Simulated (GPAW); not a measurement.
# Mo2CCl2 MXene monolayer: work function by functional and basis

Wanted: work functions and dipole of Mo2CCl2 MXene monolayer, with the cost of each level.

Program: GPAW 26.7.0. Level of theory: GPAW, PAW setups; layer in a repeated cell with vacuum, relaxation of atoms and in-plane cell, in the first sound run; inputs show where later runs differ. Results are calculated unless marked as measured.

## 1. The structure

The cell holds 5 atoms: 2 Cl, 2 Mo and 1 C. Its edges and angles: a = 3.025 Å, b = 3.025 Å, c = 19.697 Å, α = 90.0°, β = 90.0°, γ = 120.0°. Vacuum lies along c.

## 2. Relaxing the atoms

Forces are removed first; all later runs use this geometry.

Contents of run.py:

```python
import json
import numpy as np
from ase import Atoms
from ase.filters import FrechetCellFilter
from ase.optimize import BFGS
from gpaw import GPAW, PW

slab = Atoms(
    ['Cl', 'Mo', 'C', 'Mo', 'Cl'],
    positions=[
        [-0.00000, 1.74633, 7.00000],
        [1.51237, 0.87317, 8.65504],
        [0.00000, 0.00000, 9.84852],
        [-0.00000, 1.74633, 11.04200],
        [1.51237, 0.87317, 12.69704]],
    cell=[[3.02474, 0.0, 0.0], [-1.51237, 2.6195, 0.0], [0.0, 0.0, 19.697]],
    pbc=[True, True, True])

slab.calc = GPAW(mode=PW(600), xc='PBE', kpts={'size': (12, 12, 1), 'gamma': True},
                 occupations={'name': 'fermi-dirac', 'width': 0.05}, nbands='160%',
                 convergence={'density': 1e-05}, maxiter=200,
                 symmetry={'tolerance': 1e-3}, txt='slab.txt')
result = {}
# The in-plane cell is free; stress needs a cell that repeats along all three vectors
path = []
opt = BFGS(FrechetCellFilter(slab, mask=[1, 1, 0, 0, 0, 1]), maxstep=0.2)
opt.attach(lambda: path.append((slab.get_potential_energy(), slab.positions.tolist(), slab.get_forces().tolist())))
result['relaxed'] = bool(opt.run(fmax=0.02, steps=45))
result['path'] = path
result['cell'] = slab.cell.tolist()
print('in-plane lattice', slab.cell.cellpar().round(4)[[0, 1, 5]])
energy = slab.get_potential_energy()
fermi = slab.calc.get_fermi_level()
v = slab.calc.get_electrostatic_potential().mean((0, 1)) - fermi
n = slab.calc.get_pseudo_density().mean((0, 1))
L = slab.cell[2, 2]
z = np.arange(len(v)) * L / len(v)
low, high = slab.positions[:, 2].min(), slab.positions[:, 2].max()
below, above = np.interp([low - 4.8, high + 4.8], z, v)
slopes = [np.interp(x, z, np.gradient(v, z)) for x in (low - 4.8, high + 4.8)]
eps = np.array([[slab.calc.get_eigenvalues(k, s) for k in range(len(slab.calc.get_ibz_k_points()))]
                for s in range(slab.calc.get_number_of_spins())]) - fermi
top, bottom = eps[eps < 0].max(), eps[eps > 0].min()
dipole = slab.get_dipole_moment()[2]
print(f'energy {energy:.4f} eV, Fermi level {fermi:.4f} eV, dipole {dipole:.5f} e A')
print(f'potential 4.8 A off the faces, from the Fermi level: lower {below:.4f} eV, upper {above:.4f} eV')
print(f'slope of the potential there: lower {slopes[0]:.5f}, upper {slopes[1]:.5f} eV/A')
print(f'nearest levels on the mesh: {top:.4f} and {bottom:.4f} eV')
print('magnetic moment', round(slab.get_magnetic_moment(), 3))
result.update(energy=energy, fermi=fermi, dipole=dipole, below=below, above=above, slopes=slopes, edges=[top, bottom],
              z=z.tolist(), v=v.tolist(), n=n.tolist(), positions=slab.positions.tolist(),
              forces=slab.get_forces(apply_constraint=False).tolist(), moments=slab.get_magnetic_moments().tolist())
json.dump(result, open('result.json', 'w'))
```

Command:

```bash
OMP_NUM_THREADS=1 OPENBLAS_NUM_THREADS=1 python run.py
```

What it wrote:

```text
Step          Energy          fmax
BFGS:    0      -35.756294        2.515068
BFGS:    1      -36.050574        2.023487
BFGS:    2      -36.892351        0.959832
BFGS:    3      -36.939688        0.782937
BFGS:    4      -36.989355        0.646562
BFGS:    5      -37.177374        1.434568
BFGS:    6      -37.283648        1.548837
BFGS:    7      -37.393329        0.981734
BFGS:    8      -37.462216        0.837288
BFGS:    9      -37.513912        0.438832
BFGS:   10      -37.527729        0.048960
BFGS:   11      -37.527886        0.002221
in-plane lattice [  3.3565   3.3565 120.    ]
energy -37.5202 eV, Fermi level 1.1927 eV, dipole 0.00072 e A
potential 4.8 A off the faces, from the Fermi level: lower 4.5042 eV, upper 4.5012 eV
slope of the potential there: lower 0.00061, upper 0.00067 eV/A
nearest levels on the mesh: -0.0498 and 0.0848 eV
magnetic moment 0.0
```

The job ended after 11 min (1 thread of Intel Xeon Platinum 8488C (Sapphire Rapids), shared host; peak memory 0.55 GiB).

This run has no spin polarisation, although Mo can carry a moment.

Numbers from this step:

* dipole along the normal: 7.16e-4 e·Å
* levels nearest the Fermi level on the mesh: -0.04983, 0.08480 eV from the Fermi level

The electrostatic potential energy of an electron (without an applied field's), less the Fermi level, planar mean oscillates, so the rows of the table below give means over windows of 1 Å about each position, cut where the curve ends. Its maxima inside the range that stand out by 2 % of the span (Å: eV): 7.9: -3.44, 9.6: -13.3, 10.1: -13.3, 11.8: -3.45. Its minima: 7.1: -17.2, 9.0: -20.9, 9.8: -14.8, 10.7: -20.9, 12.6: -17.2.

The electrostatic potential energy of an electron (without an applied field's), less the Fermi level, planar mean by z; means over each step:

z (Å), electrostatic potential energy of an electron (without an applied field's), less the Fermi level, planar mean (eV) and a bar from the least value:
```
        0        4.5 ##############################
        1        4.5 ##############################
        2        4.5 ##############################
        3        4.5 ##############################
        4        4.5 ##############################
        5        4.5 ##############################
        6        3.0 ############################
        7      -10.9 #########
        8       -6.2 ###############
        9      -17.5 
       10      -14.3 ####
       11      -15.7 ###
       12       -7.6 ##############
       13       -6.4 ###############
       14        4.0 #############################
       15        4.5 ##############################
       16        4.5 ##############################
       17        4.5 ##############################
       18        4.5 ##############################
       19        4.5 ##############################
```

Table of pseudo valence density, planar mean by z:

```tsv
z (Å)	pseudo valence density, planar mean (e/Å³)
0.00	0
0.53	0
1.06	0
1.58	0
2.11	0
2.64	0
3.17	5.4e-6
3.69	2.8e-5
4.22	1.5e-4
4.75	8.5e-4
5.28	0.00497
5.80	0.0307
6.33	0.178
6.86	0.474
7.39	0.512
7.91	0.339
8.44	0.593
8.97	1.50
9.50	0.760
10.02	0.702
10.55	1.25
11.08	0.974
11.61	0.323
12.13	0.490
12.66	0.460
13.19	0.288
13.72	0.0565
14.25	0.00909
14.77	0.00152
15.30	2.7e-4
15.83	4.9e-5
16.36	9.6e-6
16.88	1.8e-6
17.41	0
17.94	0
18.47	0
18.99	0
19.52	0
```

The relaxation lowered the energy of the cell by 1.78 eV (energies extrapolated to zero smearing; the optimiser's log prints free energies). The largest force left on a free atom is 0.0022 eV/Å.

## 3. The slab's potential

The work function is the vacuum plateau of the electrostatic potential less the Fermi level; a dipole layer lets the two faces have plateaus of their own.

This step: GPAW, PAW setups; slab in vacuum (GPAW 26.7.0).

The cell differs from the one that the last finished run ended in (c 19.697 → 19.407 Å).

run.py, as its differences from that of step 2:

```diff
@@ -3,4 +3,2 @@
 from ase import Atoms
-from ase.filters import FrechetCellFilter
-from ase.optimize import BFGS
 from gpaw import GPAW, PW
@@ -10,23 +8,16 @@
     positions=[
-        [-0.00000, 1.74633, 7.00000],
-        [1.51237, 0.87317, 8.65504],
-        [0.00000, 0.00000, 9.84852],
-        [-0.00000, 1.74633, 11.04200],
-        [1.51237, 0.87317, 12.69704]],
-    cell=[[3.02474, 0.0, 0.0], [-1.51237, 2.6195, 0.0], [0.0, 0.0, 19.697]],
-    pbc=[True, True, True])
+        [-0.00000, 1.93787, 7.00000],
+        [1.67825, 0.96894, 8.77095],
+        [0.00000, 0.00000, 9.70334],
+        [-0.00000, 1.93787, 10.63574],
+        [1.67825, 0.96894, 12.40669]],
+    cell=[[3.3565, -0.0, 0.0], [-1.67825, 2.90681, 0.0], [0.0, 0.0, 19.4067]],
+    pbc=[True, True, False])
 
-slab.calc = GPAW(mode=PW(600), xc='PBE', kpts={'size': (12, 12, 1), 'gamma': True},
+slab.calc = GPAW(mode=PW(500), xc='PBE', kpts={'size': (12, 12, 1), 'gamma': True},
                  occupations={'name': 'fermi-dirac', 'width': 0.05}, nbands='160%',
                  convergence={'density': 1e-05}, maxiter=200,
+                 poissonsolver={'dipolelayer': 'xy'},
                  symmetry={'tolerance': 1e-3}, txt='slab.txt')
 result = {}
-# The in-plane cell is free; stress needs a cell that repeats along all three vectors
-path = []
-opt = BFGS(FrechetCellFilter(slab, mask=[1, 1, 0, 0, 0, 1]), maxstep=0.2)
-opt.attach(lambda: path.append((slab.get_potential_energy(), slab.positions.tolist(), slab.get_forces().tolist())))
-result['relaxed'] = bool(opt.run(fmax=0.02, steps=45))
-result['path'] = path
-result['cell'] = slab.cell.tolist()
-print('in-plane lattice', slab.cell.cellpar().round(4)[[0, 1, 5]])
 energy = slab.get_potential_energy()
```

What it wrote:

```text
energy -37.4895 eV, Fermi level 1.2775 eV, dipole -0.00014 e A
potential 4.8 A off the faces, from the Fermi level: lower 4.5015 eV, upper 4.5050 eV
slope of the potential there: lower -0.00004, upper 0.00004 eV/A
nearest levels on the mesh: -0.0499 and 0.0848 eV
magnetic moment 0.0
```

Elapsed: 46 s, on 1 thread; peak memory 0.26 GiB.

This step gave:

* dipole along the normal: -1.37e-4 e·Å
* levels nearest the Fermi level on the mesh: -0.04989, 0.08484 eV from the Fermi level
* upper work function: 4.505 eV
* lower work function: 4.501 eV

The electrostatic potential energy of an electron (without an applied field's), less the Fermi level, planar mean oscillates, so the rows of the table below give means over windows of 1 Å about each position, cut where the curve ends. Its maxima inside the range that stand out by 2 % of the span (Å: eV): 7.8: -3.45, 9.4: -13.3, 10.0: -13.3, 11.6: -3.44. Its minima: 7.0: -17.3, 8.8: -21.0, 9.7: -14.8, 10.6: -21.0, 12.4: -17.3.

The electrostatic potential energy of an electron (without an applied field's), less the Fermi level, planar mean by z; means over each step:

z (Å), electrostatic potential energy of an electron (without an applied field's), less the Fermi level, planar mean (eV) and a bar from the least value:
```
        0        4.5 ##############################
        1        4.5 ##############################
        2        4.5 ##############################
        3        4.5 ##############################
        4        4.5 ##############################
        5        4.4 ##############################
        6        2.1 ###########################
        7      -11.7 ########
        8       -7.2 ##############
        9      -17.4 
       10      -15.1 ###
       11      -13.6 #####
       12       -9.3 ###########
       13       -3.5 ###################
       14        4.2 ##############################
       15        4.5 ##############################
       16        4.5 ##############################
       17        4.5 ##############################
       18        4.5 ##############################
       19        4.5 ##############################
```

Table of pseudo valence density, planar mean by z:

```tsv
z (Å)	pseudo valence density, planar mean (e/Å³)
4.0	1.2e-4
4.5	6.3e-4
5.0	0.00323
5.5	0.0183
6.0	0.103
6.5	0.379
7.0	0.459
7.5	0.452
8.0	0.345
8.5	1.04
9.0	1.24
9.5	0.713
10.0	0.740
10.5	1.40
11.0	0.833
11.5	0.327
12.0	0.492
12.5	0.464
13.0	0.320
13.5	0.0727
14.0	0.0134
14.5	0.00244
15.0	4.5e-4
15.5	9.1e-5
```

The potential is flat to 4.3e-5 eV/Å where it is read, so the vacuum is wide enough.

## 4. OptPBE vdW: xc = "optPBE-vdW"

The same geometry under optPBE-vdW, to see how far the functional moves the levels against the vacuum (the van der Waals functionals take revPBE setups).

run.py, as its differences from that of step 3:

```diff
@@ -16,3 +16,3 @@
 
-slab.calc = GPAW(mode=PW(500), xc='PBE', kpts={'size': (12, 12, 1), 'gamma': True},
+slab.calc = GPAW(mode=PW(500), xc='optPBE-vdW', kpts={'size': (12, 12, 1), 'gamma': True},
                  occupations={'name': 'fermi-dirac', 'width': 0.05}, nbands='160%',
```

What it wrote:

```text
energy -77.3534 eV, Fermi level 1.0884 eV, dipole -0.00014 e A
potential 4.8 A off the faces, from the Fermi level: lower 4.7623 eV, upper 4.7658 eV
slope of the potential there: lower -0.00005, upper 0.00005 eV/A
nearest levels on the mesh: -0.0680 and 0.0940 eV
magnetic moment 0.0
```

The job ended after 60 s (1 thread; peak memory 0.44 GiB).

This step gave:

```yaml
levels_nearest_the_fermi_level_on_the_mesh: -0.06805, 0.09399 eV from the Fermi level
upper_work_function: 4.766 eV
lower_work_function: 4.762 eV
```

Electrostatic potential energy of an electron (without an applied field's), less the Fermi level, planar mean against z:

```tsv
z (Å)	electrostatic potential energy of an electron (without an applied field's), less the Fermi level, planar mean (eV)
0.0	4.76
0.5	4.76
1.0	4.76
1.5	4.76
2.0	4.76
2.5	4.76
3.0	4.76
3.5	4.76
4.0	4.76
4.5	4.75
5.0	4.70
5.5	4.45
6.0	3.16
6.5	-3.51
7.0	-17.0
7.5	-5.79
8.0	-5.07
8.5	-16.7
9.0	-18.7
9.5	-13.6
10.0	-13.2
10.5	-20.0
11.0	-14.2
11.5	-4.06
12.0	-7.84
12.5	-16.0
13.0	-1.41
13.5	3.59
14.0	4.53
14.5	4.72
15.0	4.76
15.5	4.76
16.0	4.77
16.5	4.77
17.0	4.77
17.5	4.77
18.0	4.77
18.5	4.77
19.0	4.77
```

Pseudo valence density, planar mean against z:

z (Å), pseudo valence density, planar mean (e/Å³) and a bar from the least value:
```
     0.00       0.00 
     0.55       0.00 
     1.11       0.00 
     1.48       0.00 
     2.03       0.00 
     2.59       0.00 
     3.14       0.00 
     3.70       0.00 
     4.07       0.00 
     4.62       0.00 
     5.18       0.01 
     5.73       0.04 #
     6.28       0.24 #####
     6.84       0.47 ##########
     7.21       0.51 ##########
     7.76       0.34 #######
     8.32       0.63 #############
     8.87       1.46 ##############################
     9.43       0.73 ###############
     9.80       0.69 ##############
    10.35       1.14 #######################
    10.90       1.05 ######################
    11.46       0.32 #######
    12.01       0.50 ##########
    12.38       0.46 #########
    12.94       0.36 #######
    13.49       0.07 ##
    14.05       0.01 
    14.60       0.00 
    15.16       0.00 
    15.53       0.00 
    16.08       0.00 
    16.63       0.00 
    17.19       0.00 
    17.74       0.00 
    18.11       0.00 
    18.67       0.00 
    19.22       0.00
```

Force by atom:

```tsv
atom	x (eV/Å)	y (eV/Å)	z (eV/Å)	size
Cl1	0.000	0.000	-0.194	0.194
Mo2	0.000	0.000	-0.246	0.246
C3	0.000	0.000	0.000	0.000
Mo4	0.000	0.000	0.246	0.246
Cl5	0.000	0.000	0.194	0.194
```

The upper face's work function is 4.766 eV, against 4.505 eV in the first plane-wave PBE run at this geometry.

## 5. Self-consistent run: xc = "revPBE"

The same geometry under revPBE, to see how far the functional moves the levels against the vacuum.

run.py, as its differences from that of step 4:

```diff
@@ -16,3 +16,3 @@
 
-slab.calc = GPAW(mode=PW(500), xc='optPBE-vdW', kpts={'size': (12, 12, 1), 'gamma': True},
+slab.calc = GPAW(mode=PW(500), xc='revPBE', kpts={'size': (12, 12, 1), 'gamma': True},
                  occupations={'name': 'fermi-dirac', 'width': 0.05}, nbands='160%',
```

What it wrote:

```text
energy -35.6787 eV, Fermi level 1.3600 eV, dipole -0.00014 e A
potential 4.8 A off the faces, from the Fermi level: lower 4.4050 eV, upper 4.4085 eV
slope of the potential there: lower -0.00005, upper 0.00004 eV/A
nearest levels on the mesh: -0.0524 and 0.0879 eV
magnetic moment 0.0
```

Run time: 46 s. Hardware: 1 thread; peak memory 0.26 GiB.

This step gave:

| Item | Value |
| --- | --- |
| dipole along the normal | -1.38e-4 e·Å |
| levels nearest the Fermi level on the mesh | -0.05240, 0.08789 eV from the Fermi level |
| upper work function | 4.409 eV |
| lower work function | 4.405 eV |

Electrostatic potential energy of an electron (without an applied field's), less the Fermi level, planar mean against z:

z (Å), electrostatic potential energy of an electron (without an applied field's), less the Fermi level, planar mean (eV) and a bar from the least value:
```
      0.0        4.4 ##############################
      0.5        4.4 ##############################
      1.0        4.4 ##############################
      1.5        4.4 ##############################
      2.0        4.4 ##############################
      2.5        4.4 ##############################
      3.0        4.4 ##############################
      3.5        4.4 ##############################
      4.0        4.4 ##############################
      4.5        4.4 ##############################
      5.0        4.4 ##############################
      5.5        4.1 ##############################
      6.0        2.9 ############################
      6.5       -3.7 ####################
      7.0      -17.2 ####
      7.5       -5.9 #################
      8.0       -5.2 ##################
      8.5      -16.8 ####
      9.0      -18.8 ##
      9.5      -13.7 ########
     10.0      -13.4 ########
     10.5      -20.2 
     11.0      -14.3 #######
     11.5       -4.2 ####################
     12.0       -8.0 ###############
     12.5      -16.2 #####
     13.0       -1.6 #######################
     13.5        3.3 #############################
     14.0        4.2 ##############################
     14.5        4.4 ##############################
     15.0        4.4 ##############################
     15.5        4.4 ##############################
     16.0        4.4 ##############################
     16.5        4.4 ##############################
     17.0        4.4 ##############################
     17.5        4.4 ##############################
     18.0        4.4 ##############################
     18.5        4.4 ##############################
     19.0        4.4 ##############################
```

The upper face's work function is 4.409 eV, against 4.505 eV in the first plane-wave PBE run at this geometry.

## 6. Self-consistent run: xc = "vdW-DF2"

The same geometry under vdW-DF2, to see how far the functional moves the levels against the vacuum (the van der Waals functionals take revPBE setups).

run.py, as its differences from that of step 5:

```diff
@@ -16,3 +16,3 @@
 
-slab.calc = GPAW(mode=PW(500), xc='revPBE', kpts={'size': (12, 12, 1), 'gamma': True},
+slab.calc = GPAW(mode=PW(500), xc='vdW-DF2', kpts={'size': (12, 12, 1), 'gamma': True},
                  occupations={'name': 'fermi-dirac', 'width': 0.05}, nbands='160%',
```

What it wrote:

```text
energy -266.6719 eV, Fermi level 0.9954 eV, dipole -0.00014 e A
potential 4.8 A off the faces, from the Fermi level: lower 4.9568 eV, upper 4.9603 eV
slope of the potential there: lower -0.00027, upper 0.00027 eV/A
nearest levels on the mesh: -0.0707 and 0.1068 eV
magnetic moment 0.0
```

The job ended after 60 s (1 thread; peak memory 0.44 GiB).

Numbers from this step:

```yaml
dipole_along_the_normal: -1.37e-4 e·Å
levels_nearest_the_fermi_level_on_the_mesh: -0.07066, 0.1068 eV from the Fermi level
upper_work_function: 4.960 eV
lower_work_function: 4.957 eV
```

The upper face's work function is 4.960 eV, against 4.505 eV in the first plane-wave PBE run at this geometry.

## 7. Self-consistent run: xc = "LDA"

The same geometry under LDA, to see how far the functional moves the levels against the vacuum.

run.py, as its differences from that of step 6:

```diff
@@ -16,3 +16,3 @@
 
-slab.calc = GPAW(mode=PW(500), xc='vdW-DF2', kpts={'size': (12, 12, 1), 'gamma': True},
+slab.calc = GPAW(mode=PW(500), xc='LDA', kpts={'size': (12, 12, 1), 'gamma': True},
                  occupations={'name': 'fermi-dirac', 'width': 0.05}, nbands='160%',
```

What it wrote:

```text
energy -42.0418 eV, Fermi level 1.0337 eV, dipole -0.00014 e A
potential 4.8 A off the faces, from the Fermi level: lower 4.7419 eV, upper 4.7454 eV
slope of the potential there: lower -0.00004, upper 0.00004 eV/A
nearest levels on the mesh: -0.0363 and 0.0732 eV
magnetic moment 0.0
```

Wall time 47 s (1 thread); peak memory 0.26 GiB.

This step gave:

```yaml
levels_nearest_the_fermi_level_on_the_mesh: -0.03634, 0.07324 eV from the Fermi level
upper_work_function: 4.745 eV
lower_work_function: 4.742 eV
```

The upper face's work function is 4.745 eV, against 4.505 eV in the first plane-wave PBE run at this geometry.

[end of part 1 of 2]

[Logs are printed without paths, hosts, clocks, repeated set-up lines and the standing remarks that a program may print on its own settings, such as how far it seeks lower states.]

[Hosts, paths, dates, database ids (printed as entryN), source tags and the programs' standing remarks are cut or masked in the printed files.]
